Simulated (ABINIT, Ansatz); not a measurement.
**A GW run on TiO2 (Rutile) in ABINIT, with inputs changed**

What do changed inputs do to GW on TiO2 (Rutile)?

Program: ABINIT 10.8.3. Level of theory: PBE and many-body steps on it, plane waves. Results are calculated unless marked as measured.

**1. The structure**

The structure is tetragonal, space group P4_2/mnm (No. 136). Conventional cell: a = 4.592 Å, b = 4.592 Å, c = 2.957 Å, α = 90.00°, β = 90.00°, γ = 90.00°. Nearest to Ti lie 6 O at 1.95 to 1.98 Å. O has 3 Ti at 1.95 to 1.98 Å nearest. Farther neighbours and most contacts between anions are not listed.

The cell and positions come from the Crystallography Open Database and are kept as given unless a step says otherwise.

**2. Screening, 4×4×4 mesh, 92 bands, screening to 114.3 eV**

This step: ABINIT 10.8.3; RPA screening on PBE, plane waves, norm-conserving pseudopotentials.

The RPA dielectric matrix is built and inverted for each q.

run.abi reads:

```
acell 3*1.0 Angstrom
rprim 
  4.592200000000 0.000000000000 0.000000000000
  0.000000000000 4.592200000000 0.000000000000
  0.000000000000 0.000000000000 2.957400000000
ntypat 2
znucl 22 8
natom 6
typat 1 1 2 2 2 2
xred 
  0.000000000000 0.000000000000 0.000000000000
  0.500000000000 0.500000000000 0.500000000000
  0.304960000000 0.304960000000 0.000000000000
  0.195040000000 0.804960000000 0.500000000000
  0.695040000000 0.695040000000 0.000000000000
  0.804960000000 0.195040000000 0.500000000000
pp_dirpath "pseudos"
pseudos "Ti.upf, O.upf"
ecut 38
ngkpt 4 4 4
nshiftk 1
shiftk 0 0 0
kptopt 1
chksymbreak 0
istwfk *1
occopt 1
irdwfk 1
optdriver 3
nband 92
ecuteps 4.2
inclvkb 2
awtr 1
symchi 1
indata_prefix "in"
outdata_prefix "out"
tmpdata_prefix "tmp"
```

The run is started by

```console
$ OMP_NUM_THREADS=1 mpirun -n 8 abinit run.abi > log
```

Output:

```text
.Version 10.8.3 of ABINIT. v10.8.2 released Aug 2026.

 Symmetries : space group P4_2/m n m (#136); Bravais tP (primitive tetrag.)
[... echo of the input left out ...]
== DATASET  1 ==================================================================
-   mpi_nproc: 8, omp_nthreads: 1 (-1 if OMP is not activated)

--- !DatasetInfo
iteration_state: {dtset: 1, }
dimensions: {natom: 6, nkpt: 18, mband: 92, nsppol: 1, nspinor: 1, nspden: 1, mpw: 4748, }
cutoff_energies: {ecut:  38.0, pawecutdg:  -1.0, }
electrons: {nelect:   4.80000000E+01, charge:   0.00000000E+00, occopt:   1.00000000E+00, tsmear:   1.00000000E-02, }

 SCREENING: Calculation of the susceptibility and dielectric matrices

 Based on a program developped by R.W. Godby, V. Olevano, G. Onida, and L. Reining.
 Incorporated in ABINIT by V. Olevano, G.-M. Rignanese, and M. Torrent.
.Using double precision arithmetic ; gwpc =  8

[... cell and pseudopotentials left out ...]
--------------------------------------------------------------------------------

 ==== K-mesh for the wavefunctions ====
 Number of points in the irreducible wedge :    18
[... list of points left out ...]
 Together with 16 symmetry operations and time-reversal symmetry
 yields    64 points in the full Brillouin Zone.

 ==== Q-mesh for the screening function ====
 Number of points in the irreducible wedge :    18
[... list of points left out ...]
 Together with 16 symmetry operations and time-reversal symmetry
 yields    64 points in the full Brillouin Zone.

 setmesh: FFT mesh size selected  =    36x   36x   24
          total number of points  =        31104

 vcoul_init : cutoff-mode = AUXILIARY_FUNCTION
 q-points for optical limit:   1
     1)      0.000010    0.000020    0.000030

- screening: taking advantage of time-reversal symmetry
- Maximum band index for partially occupied states nbvw = 24
- Remaining bands to be divided among processors   nbcw = 68
- Number of bands treated by each node ~8

 Number of electrons calculated from density =   48.0000; Expected =   48.0000
 average of density, n =  0.114049
 r_s =    1.2792
 omega_plasma =   32.5763 [eV]

 calculating chi0 at frequencies [eV] :
  1    0.000000E+00    0.000000E+00
  2    0.000000E+00    3.257632E+01

--------------------------------------------------------------------------------
  q-point number  1        q = ( 0.000000, 0.000000, 0.000000) [r.l.u.]
--------------------------------------------------------------------------------
[... chi0 elements left out ...]
 For q-point:  0.000010 0.000020 0.000030
  dielectric constant =   8.5615
  dielectric constant without local fields =   8.9524

  Average fulfillment of the sum rule on Im[epsilon] for q-point    1 :     49.88  [%]
[... wings left out ...]
  q-point number  2        q = ( 0.250000, 0.000000, 0.000000) [r.l.u.]
--------------------------------------------------------------------------------
[... chi0 elements left out ...]
  Average fulfillment of the sum rule on Im[epsilon] for q-point    2 :     64.36  [%]

 [... 16 further q-points ...]
```

Elapsed: 2.9 min, on 8 MPI ranks of Arm Neoverse N1, shared host; peak memory 3.4 GiB; 23 min of CPU time.

This step gave:

```yaml
eps_infinity_with_local_fields_on_this_mesh_along_the_program_s_q_direction: 8.562
the_same_without_local_fields: 8.952
plasma_frequency: 32.58 eV
plane_waves_in_the_screening_matrix: 181
```

Local fields lower ε∞ by 4 %. On a Γ-centred mesh this coarse the value itself is usually too large, while a short band sum pulls it down.

**3. Base**

The self-energy is evaluated for the states that the input lists, and the levels follow from it, in one-shot runs by the linearised quasiparticle equation.

This step: G0W0 on PBE, plane waves, norm-conserving pseudopotentials.

Changes to run.abi since step 2:

```diff
@@ -27,8 +27,15 @@
 irdwfk 1
-optdriver 3
+optdriver 4
 nband 92
+gwcalctyp 0
+ecutsigx 38
+symsigma 1
+nkptgw 1
+kptgw 
+  0.0000000000 0.0000000000 0.0000000000
+bdgw 
+  22 26
 ecuteps 4.2
-inclvkb 2
-awtr 1
-symchi 1
+irdscr 1
+ppmodel 1
 indata_prefix "in"
```

Output:

```text
.Version 10.8.3 of ABINIT. v10.8.2 released Aug 2026.

 Symmetries : space group P4_2/m n m (#136); Bravais tP (primitive tetrag.)
[... echo of the input left out ...]
== DATASET  1 ==================================================================
-   mpi_nproc: 8, omp_nthreads: 1 (-1 if OMP is not activated)

--- !DatasetInfo
iteration_state: {dtset: 1, }
dimensions: {natom: 6, nkpt: 18, mband: 92, nsppol: 1, nspinor: 1, nspden: 1, mpw: 4748, }
cutoff_energies: {ecut:  38.0, pawecutdg:  -1.0, }
electrons: {nelect:   4.80000000E+01, charge:   0.00000000E+00, occopt:   1.00000000E+00, tsmear:   1.00000000E-02, }

 SIGMA: Calculation of the GW corrections

 Based on a program developped by R.W. Godby, V. Olevano, G. Onida, and L. Reining.
 Incorporated in ABINIT by V. Olevano, G.-M. Rignanese, and M. Torrent.
.Using double precision arithmetic ; gwpc =  8

[... cell and pseudopotentials left out ...]
--------------------------------------------------------------------------------

 ==== K-mesh for the wavefunctions ====
 Number of points in the irreducible wedge :    18
[... list of points left out ...]
 Together with 16 symmetry operations and time-reversal symmetry
 yields    64 points in the full Brillouin Zone.

 ==== Q-mesh for screening function ====
 Number of points in the irreducible wedge :    18
[... list of points left out ...]
 Together with 16 symmetry operations and time-reversal symmetry
 yields    64 points in the full Brillouin Zone.

 vcoul_init : cutoff-mode = AUXILIARY_FUNCTION
 q-points for optical limit:   1
     1)      0.000010    0.000020    0.000030
 setmesh: FFT mesh size selected  =    50x   50x   32
          total number of points  =        80000

 Number of electrons calculated from density =   48.0000; Expected =   48.0000
 average of density, n =  0.114049
 r_s =    1.2792
 omega_plasma =   32.5763 [eV]

 === KS Band Gaps ===
  >>>> For spin  1
   Minimum direct gap =   1.9166 [eV], located at k-point      :   0.0000  0.0000  0.0000
   Fundamental gap    =   1.9166 [eV], Top of valence bands at :   0.0000  0.0000  0.0000
                                       Bottom of conduction at :   0.0000  0.0000  0.0000
 SIGMA fundamental parameters:
 PLASMON POLE MODEL  1
 number of plane-waves for SigmaX                 4679
 number of plane-waves for SigmaC and W            181
 number of plane-waves for wavefunctions          4679
 number of bands                                    92
 number of independent spin polarizations            1
 number of spinorial components                      1
 number of k-points in IBZ                          18
 number of q-points in IBZ                          18
 number of symmetry operations                      16
 number of k-points in BZ                           64
 number of q-points in BZ                           64
 number of frequencies for dSigma/dE                 9
 frequency step for dSigma/dE [eV]                0.25
 number of omega for Sigma on real axis              0
 max omega for Sigma on real axis  [eV]           0.00
 zcut for avoiding poles [eV]                     0.10

 EPSILON^-1 parameters (SCR file):
 dimension of the eps^-1 matrix on file            181
 dimension of the eps^-1 matrix used               181
 number of plane-waves for wavefunctions          4679
 number of bands                                    92
 number of q-points in IBZ                          18
 number of frequencies                               2
 number of real frequencies                          1
 number of imag frequencies                          1

 matrix elements of self-energy operator (all in [eV])

 Perturbative Calculation

--- !SelfEnergy_ee
iteration_state: {dtset: 1, }
kpoint     : [   0.000,    0.000,    0.000, ]
spin       : 1
KS_gap     :    1.917
QP_gap     :    3.380
Delta_QP_KS:    1.463
data: !SigmaeeData |
     Band     E0 <VxcDFT>   SigX SigC(E0)      Z dSigC/dE  Sig(E)    E-E0       E
       22   5.208 -20.672 -25.174   4.950   0.772  -0.296 -20.326   0.345   5.553
       23   5.208 -20.672 -25.174   4.950   0.772  -0.296 -20.326   0.345   5.553
       24   5.660 -20.448 -25.098   5.145   0.765  -0.307 -20.070   0.379   6.038
       25   7.576 -20.150 -12.063  -5.726   0.780  -0.282 -18.308   1.842   9.418
       26   7.879 -19.778 -12.069  -5.462   0.781  -0.280 -18.022   1.756   9.635

== END DATASET(S) ==============================================================
================================================================================

 -outvars: echo values of variables after computation  --------
           etotal      0.0000000000E+00
            nband          92
             nkpt          18
          spgroup         136
 [... the other variables as echoed above ...]

 Calculation completed.
```

Run time: 7.8 s. Hardware: 8 MPI ranks; peak memory 1.6 GiB.

Numbers from this step:

| Item | Value |
| --- | --- |
| G0W0 gap on the points computed | 3.380 eV |
| starting gap on the mesh | 1.917 eV |
| k of the valence top | 0, 0, 0 |
| k of the conduction bottom | 0, 0, 0 |
| Z at the valence top | 0.765 |
| Z at the conduction bottom | 0.78 |
| least direct G0W0 gap on the computed points | 3.380 eV |

The gap on the mesh goes from 1.92 eV to 3.38 eV, a correction of +1.46 eV.

**4. Smaller part of the screening matrix**

Changes to run.abi since step 3:

```diff
@@ -37,3 +37,3 @@
   22 26
-ecuteps 4.2
+ecuteps 2.1
 irdscr 1
```

Output:

```text
.Version 10.8.3 of ABINIT. v10.8.2 released Aug 2026.

 Symmetries : space group P4_2/m n m (#136); Bravais tP (primitive tetrag.)
[... echo of the input left out ...]
== DATASET  1 ==================================================================
-   mpi_nproc: 8, omp_nthreads: 1 (-1 if OMP is not activated)

--- !DatasetInfo
iteration_state: {dtset: 1, }
dimensions: {natom: 6, nkpt: 18, mband: 92, nsppol: 1, nspinor: 1, nspden: 1, mpw: 4748, }
cutoff_energies: {ecut:  38.0, pawecutdg:  -1.0, }
electrons: {nelect:   4.80000000E+01, charge:   0.00000000E+00, occopt:   1.00000000E+00, tsmear:   1.00000000E-02, }

 SIGMA: Calculation of the GW corrections

 Based on a program developped by R.W. Godby, V. Olevano, G. Onida, and L. Reining.
 Incorporated in ABINIT by V. Olevano, G.-M. Rignanese, and M. Torrent.
.Using double precision arithmetic ; gwpc =  8

[... cell and pseudopotentials left out ...]
--------------------------------------------------------------------------------

 ==== K-mesh for the wavefunctions ====
 Number of points in the irreducible wedge :    18
[... list of points left out ...]
 Together with 16 symmetry operations and time-reversal symmetry
 yields    64 points in the full Brillouin Zone.

 ==== Q-mesh for screening function ====
 Number of points in the irreducible wedge :    18
[... list of points left out ...]
 Together with 16 symmetry operations and time-reversal symmetry
 yields    64 points in the full Brillouin Zone.

 vcoul_init : cutoff-mode = AUXILIARY_FUNCTION
 q-points for optical limit:   1
     1)      0.000010    0.000020    0.000030
 setmesh: FFT mesh size selected  =    50x   50x   32
          total number of points  =        80000

 Number of electrons calculated from density =   48.0000; Expected =   48.0000
[...]
number of q-points in IBZ                          18
 number of symmetry operations                      16
 number of k-points in BZ                           64
 number of q-points in BZ                           64
 number of frequencies for dSigma/dE                 9
 frequency step for dSigma/dE [eV]                0.25
 number of omega for Sigma on real axis              0
 max omega for Sigma on real axis  [eV]           0.00
 zcut for avoiding poles [eV]                     0.10

 EPSILON^-1 parameters (SCR file):
 dimension of the eps^-1 matrix on file            181
 dimension of the eps^-1 matrix used                67
 number of plane-waves for wavefunctions          4679
 number of bands                                    92
 number of q-points in IBZ                          18
 number of frequencies                               2
 number of real frequencies                          1
 number of imag frequencies                          1

 matrix elements of self-energy operator (all in [eV])

 Perturbative Calculation

--- !SelfEnergy_ee
iteration_state: {dtset: 1, }
kpoint     : [   0.000,    0.000,    0.000, ]
spin       : 1
KS_gap     :    1.917
QP_gap     :    3.682
Delta_QP_KS:    1.766
data: !SigmaeeData |
     Band     E0 <VxcDFT>   SigX SigC(E0)      Z dSigC/dE  Sig(E)    E-E0       E
       22   5.208 -20.672 -25.174   4.651   0.789  -0.268 -20.555   0.117   5.325
       23   5.208 -20.672 -25.174   4.651   0.789  -0.268 -20.555   0.117   5.325
       24   5.660 -20.448 -25.098   4.823   0.783  -0.277 -20.313   0.135   5.795
       25   7.576 -20.150 -12.063  -5.672   0.787  -0.271 -18.249   1.901   9.477
       26   7.879 -19.778 -12.069  -5.453   0.788  -0.268 -17.999   1.779   9.658

== END DATASET(S) ==============================================================
================================================================================

 -outvars: echo values of variables after computation  --------
           etotal      0.0000000000E+00
            nband          92
             nkpt          18
          spgroup         136
 [... the other variables as echoed above ...]

 Calculation completed.
```

It took 4.9 s on 8 MPI ranks; peak memory 0.82 GiB.

This step gave:

* G0W0 gap on the points computed: 3.682 eV
* starting gap on the mesh: 1.917 eV
* k of the valence top: 0, 0, 0
* k of the conduction bottom: 0, 0, 0
* Z at the valence top: 0.783
* Z at the conduction bottom: 0.787
* least direct G0W0 gap on the computed points: 3.682 eV

**5. Another k mesh than the file's**

Changes to run.abi since step 4:

```diff
@@ -19,3 +19,3 @@
 ecut 38
-ngkpt 4 4 4
+ngkpt 5 5 5
 nshiftk 1
@@ -37,3 +37,3 @@
   22 26
-ecuteps 2.1
+ecuteps 4.2
 irdscr 1
```

Output:

```text
.Version 10.8.3 of ABINIT. v10.8.2 released Aug 2026.

 Symmetries : space group P4_2/m n m (#136); Bravais tP (primitive tetrag.)
================================================================================
 Values of the parameters that define the memory need of the present run
     intxc =       0    ionmov =       0      iscf =       7    lmnmax =       6
     lnmax =       6     mgfft =      50  mpssoang =       3    mqgrid =    3001
     natom =       6  nloc_mem =       1    nspden =       1   nspinor =       1
    nsppol =       1      nsym =      16    n1xccc =    2501    ntypat =       2
    occopt =       1   xclevel =       2
-    mband =          92        mffmem =           1         mkmem =           3
       mpw =        4726          nfft =       80000          nkpt =          18
================================================================================
  Rough estimation (10% accuracy) of disk space for files :
================================================================================

--------------------------------------------------------------------------------
------------- Echo of variables that govern the present computation ------------
--------------------------------------------------------------------------------
 -outvars: echo values of preprocessed input variables --------
            acell      1.8897261259E+00  1.8897261259E+00  1.8897261259E+00 Bohr

             bdgw          22      26
      chksymbreak           0
             ecut      3.80000000E+01 Hartree
          ecuteps      4.20000000E+00 Hartree
         ecutsigx      3.80000000E+01 Hartree
          ecutwfn      3.80000000E+01 Hartree
-          fftalg         312
           irdscr           1
           irdwfk           1

              ixc     -101130
[...]
SIGMA: Calculation of the GW corrections

 Based on a program developped by R.W. Godby, V. Olevano, G. Onida, and L. Reining.
 Incorporated in ABINIT by V. Olevano, G.-M. Rignanese, and M. Torrent.
.Using double precision arithmetic ; gwpc =  8

 Real(R)+Recip(G) space primitive vectors, cartesian coordinates (Bohr,Bohr^-1):
 R(1)=  8.6780003  0.0000000  0.0000000  G(1)=  0.1152339  0.0000000  0.0000000
 R(2)=  0.0000000  8.6780003  0.0000000  G(2)=  0.0000000  0.1152339  0.0000000
 R(3)=  0.0000000  0.0000000  5.5886760  G(3)=  0.0000000  0.0000000  0.1789333
 Unit cell volume ucvol=  4.2087028E+02 bohr^3
 Angles (23,13,12)=  9.00000000E+01  9.00000000E+01  9.00000000E+01 degrees

--- Pseudopotential description ------------------------------------------------
- Ti Generated using ONCVPSP code by D. R. Hamann
- 22.00000  12.00000  171031                  znucl, zion, pspdat
12 -101130 2 -1 1586                          pspcod,pspxc,lmax,lloc,mmax
     nproj     2     2     2
  pspatm : epsatm=   14.68144553
         --- l  ekb(1:nproj) -->
[...]
pspatm: atomic psp has been read  and splines computed

- O Generated using ONCVPSP code by D. R. Hamann
-  8.00000   6.00000  171031                  znucl, zion, pspdat
12 -101130 2 -1 936                           pspcod,pspxc,lmax,lloc,mmax
     nproj     2     2     1
  pspatm : epsatm=    6.19545534
         --- l  ekb(1:nproj) -->
             0    6.056735    0.824024
             1   -4.717130   -1.149271
             2   -1.331955
 pspatm: atomic psp has been read  and splines computed

   2.59894620E+03                                ecore*ucvol(ha*bohr**3)
--------------------------------------------------------------------------------

--- !ERROR
message: |
    hdr%kptrlatt_orig: [4, 0, 0, 0, 4, 0, 0, 0, 4]
    dtset%kptrlatt_orig: [5, 0, 0, 0, 5, 0, 0, 0, 5]

--- !ERROR
message: |
    hdr%kptrlatt_orig: [4, 0, 0, 0, 4, 0, 0, 0, 4]
    dtset%kptrlatt_orig: [5, 0, 0, 0, 5, 0, 0, 0, 5]

--- from the log ---
hdr%kptrlatt_orig: [4, 0, 0, 0, 4, 0, 0, 0, 4]
    dtset%kptrlatt_orig: [5, 0, 0, 0, 5, 0, 0, 0, 5]
```

Elapsed: 2.7 s, on 8 MPI ranks; peak memory 0.06 GiB.

The run stopped with an error after 2.7 s.

The program's words: hdr%kptrlatt_orig: [4, 0, 0, 0, 4, 0, 0, 0, 4] dtset%kptrlatt_orig: [5, 0, 0, 0, 5, 0, 0, 0, 5]

The fault put into this input: another k mesh than the file's.

**6. Side by side**

Times are wall times on 8 MPI ranks of Arm Neoverse N1, shared host, good to a factor of about two. A run's time includes the screening step that it read.

| run | mesh | bands | screening cutoff (eV) | DFT gap (eV) | gap on the mesh (eV) | direct (eV) | ε∞ used | time |
| --- | --- | --- | --- | --- | --- | --- | --- | --- |
| base | 4×4×4 | 92 | 114.3 | 1.917 | 3.380 | 3.380 | 8.56 | 3.1 min |
| smaller part of the screening matrix | 4×4×4 | 92 | 57.1 | 1.917 | 3.682 | 3.682 | 8.56 | 3 min |

**7. Outcome**

```json
{"base": "3.380 eV", "smaller part of the screening matrix": "3.682 eV", "known limits": "not at the basis limit; coarse k mesh"}
```

Smaller part of the screening matrix: +0.302 eV against base (keys changed: ecuteps). Bands and cutoff are finite, so the gap is not at the basis limit. The miss can reach some tenths of an eV and take either sign; the mesh is an error of its own. In the first G0W0 run levels were corrected at 1 k point alone, so a gap called «on the mesh» is the least over those, and an edge elsewhere would be missed. The 4×4×4 mesh is coarse for this cell, which bears on the long-range parts of exchange and screening.

[Paths, hosts, dates, memory and timing lines, banners, echoed tables and standing remarks are left out of the program output.]

[Logs are printed without paths, hosts, clocks, repeated set-up lines and the standing remarks that a program may print on its own settings, such as how far it seeks lower states.]

[Runs of the session that timed out or met a known fault of the program may be left out.]

[No measured gap is set beside runs whose start may be inverted or whose files or cutoffs have a known fault.]

[Hosts, paths, dates, database ids (printed as entryN), source tags and the programs' standing remarks are cut or masked in the printed files.]

[G0W0 gaps are taken among the corrected bands and points alone; a level outside them can change the order at an edge.]

[Where Ansatz stands beside ABINIT at settings called matched, ABINIT's density can come from a denser mesh and the files from another edition; pairs whose starting gaps differed by over 0.03 eV were left out, so agreement reads better than it is.]
